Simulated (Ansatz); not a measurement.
# Vibrations of species on C(111), part 3 of 3

Aim: bond lengths and vibrational modes of species bound on C(111).

Ansatz 0.2.0; DFT PBE, scalar-relativistic, plane waves, PAW; PAW set soft_1.

So far. Step 4 (Force constants among chosen sites: CH3): The highest mode of the block lies at 3613.8 cm⁻¹; the acoustic sum rule moved it by 0.0 cm⁻¹. The block has 2 imaginary modes, the largest 437i cm⁻¹, so this structure is not a minimum. Step 5 (Relaxation in the fixed cell: NH2): The largest force component left on a free atom is 0.54 meV/Å.

### Step 6. Force constants among chosen sites: NH2

Only 9 sites are displaced (6 C, 1 N and 2 H), with their periodic images, and all others stay at rest.

File input.yaml:

```yaml
crystal:
  lattice:
    - [2.5255025783, 0.0, 0.0]
    - [-1.2627562914, 2.1871508423, 0.0]
    - [0.0, 0.0, 47.2702455378]
  atoms:
    - { symbol: C, position: [0.0, 0.0, 0.182014433] }
    - { symbol: C, position: [0.333333, 0.666667, 0.1929198661] }
    - { symbol: C, position: [0.3333412735, 0.6666811603, 0.2256198998] }
    - { symbol: C, position: [0.6666749944, 0.333349818, 0.2365159218] }
    - { symbol: C, position: [0.6666738412, 0.3333519603, 0.269233882] }
    - { symbol: C, position: [-1.3667e-06, 1.50786e-05, 0.280138769] }
    - { symbol: C, position: [-4.5206e-05, -3.87683e-05, 0.3128497374] }
    - { symbol: C, position: [0.3332014408, 0.6665913625, 0.3237696191] }
    - { symbol: C, position: [0.3314235866, 0.6642844944, 0.3564549309] }
    - { symbol: C, position: [0.6639892405, 0.3294447736, 0.3674634728] }
    - { symbol: H, position: [0.0, 0.0, 0.158733254] }
    - { symbol: "N", position: [0.6477740349, 0.3163689695, 0.3986458095] }
    - { symbol: H, position: [0.0423230688, 0.6724448043, 0.4058747039] }
    - { symbol: H, position: [0.6954736169, 0.9629936346, 0.4051872033] }
  periodic: [true, true, false]
kpoints:
  mp_grid: { grid: [10, 10, 1] }
hamiltonian:
  xc: pbe
  pseudopotentials: { kind: paw, azcp: { folder: soft_1 } }
scf:
  occupations: { method: gaussian, width: 0.03 }
output:
  eigenvalues: true
phonons:
  method: fd
  supercell: [1, 1, 1]
  displaced_sites: [4, 5, 6, 7, 8, 9, 11, 12, 13]
  rigid_motions: translations
```

Command:

```console
$ ansatz run input.yaml --threads 8 --pin off --max-ram 20480MiB --backend cpu --events-out ev --progress --plain --runs-dir out
```

Numbers of over 12 decimals in the logs are rounded to 6 here.

What it wrote:

```text
[...]
Crystal: 14 atoms, lattice volume = 261.105 Å³
Basis set: ecut = 420 eV, 5155 PW (Γ), exchange–correlation on 36×36×640 points (8 copies of the dense FFT grid, shifted against one another)
Bands: 38, of which v1, the nominal top of the filled ones, is band 24 counted from 1 (23 counted from 0)
Symmetry: 1 space group operations
k-points: 52 of 100 (time reversal used)
[...]
k-point 51: bands = [... 20 lower, -7.5060, -6.8946, -6.7033, -5.0508, 1.2608, 1.5902, 1.7800, 2.4573, ... 10 higher]
  ° read free of the cell's end (the report's vacuum.weakly_bound_levels)
[...]
transpose residual: 3.9e-4 eV/Å²
[...]
unstable modes among the named sites: 0
[...]
zero-point energy: 1.726625 eV/cell   skipped modes (ω ≤ 0): 0
[...]
[key lines of the parts left out:]
SCF converged after 13 iterations
Free energy (F): -2938.914874 eV
Fermi energy:    -1.758266 eV
```

Run time: 8 min. Hardware: 8 threads of Arm Neoverse N1, shared host; peak memory 1.1 GiB.

The other atoms of the cell are at rest; shares are of the kinetic energy, a minus sign marks an imaginary mode, and where like sites share a mode the one named is one choice of several. Modes of the displaced sites:

```
mode  frequency (cm⁻¹)  share of C (%)  share of N (%)  share of H (%)  site with the largest share  its share (%)
   1             112.1              63              32               5                          N12             32
   2             112.7              66              30               4                          N12             30
   3             181.4              69              27               4                          N12             27
   4             264.0              43              38              19                          N12             38
   5             292.5              56              37               7                          N12             37
   6             376.9              90               3               8                          C10             23
   7             406.0              80              16               5                           C9             23
   8             498.7              99               0               1                           C8             27
   9             501.9              98               1               1                           C8             26
  10             534.4              75              22               2                           C6             23
  11             797.1               6              18              77                          H14             46
  12             833.3              79              19               2                           C5             26
  13            1008.1              58              22              20                          N12             22
  14            1081.0              33               8              60                          H14             52
  15            1150.4              36               3              61                          H13             58
  16            1195.9              98               1               2                           C7             23
  17            1211.0              96               0               4                           C8             27
  18            1228.0              99               0               1                           C5             29
  19            1255.7              95               0               5                           C6             28
  20            1267.8              99               0               0                           C8             23
  21            1271.2              98               1               1                           C5             28
  22            1293.4             100               0               0                           C7             38
  23            1298.6              92               2               6                          C10             42
  24            1316.3              72               2              25                          C10             37
  25            1602.5               2               5              93                          H14             47
  26            3279.2               0               5              95                          H13             63
  27            3482.2               0               6              94                          H14             62
```

The same force constants with another mass on the added atoms, against the natural mean mass; listed are the real modes with at least half of their motion on these atoms, followed through small steps of mass, less those that pass through avoided crossings, where the squared overlap of new and old mass-weighted patterns is under 0.8. Modes after a change of mass:

```
substitution  mode  frequency (cm⁻¹)  after (cm⁻¹)  ratio
     D for H    11             797.1         620.6  1.284
     D for H    26            3279.2        2383.9  1.375
     D for H    27            3482.2        2543.4  1.369
```

The highest mode of the block lies at 3482.2 cm⁻¹; the acoustic sum rule moved it by 0.0 cm⁻¹.

### Step 7. The series together

The members are set side by side.

The anchoring bond is the shortest distance from the first added atom to the slab, and like atoms elsewhere in the cell can differ; degenerate modes stand as often as they occur. The species side by side:

```
species  coverage (monolayer)  anchoring bond  its length (Å)  highest level (cm⁻¹)  second (cm⁻¹)  third (cm⁻¹)
    CH3                     1             C-C           1.527                  3614           3614          3364
    NH2                     1             N-C           1.474                  3482           3279          1602
```

### Step 8. Summary of results

```json
{
  "highest mode of the block of 10 sites, CH3": "3613.8 cm⁻¹",
  "highest mode of the block of 9 sites, NH2": "3482.2 cm⁻¹"
}
```

What this shows: The block has imaginary modes with CH3: the structure there is a saddle held by symmetry, a lower one exists, and its modes can differ widely from these. With CH3 the highest mode of the block lies at 3614 cm⁻¹, 92 % on H. With NH2 the highest mode of the block lies at 3482 cm⁻¹, 94 % on H. With all atoms beyond the displaced ones at rest, modes that spread into the slab are only rough; stretches of light atoms, well above the modes of the substrate atoms, are the least affected. Periodic images of the cell move in phase at the zone centre, so coupling to the images is part of these frequencies. The groups crowd each other at this coverage (H to H 1.38 Å with CH3 and 1.40 Å with NH2), which strains them and shifts their modes far from those of isolated groups. Modes of hydrogen are strongly anharmonic, so measured lines can lie well away from these harmonic values. These are harmonic frequencies at zero temperature: anharmonic shifts, linewidths and thermal expansion are left out.

[Logs are printed without paths, hosts, clocks, repeated set-up lines and the standing remarks that a program may print on its own settings, such as how far it seeks lower states.]

[Hosts, paths, dates, database ids (printed as entryN), source tags and the programs' standing remarks are cut or masked in the printed files.]
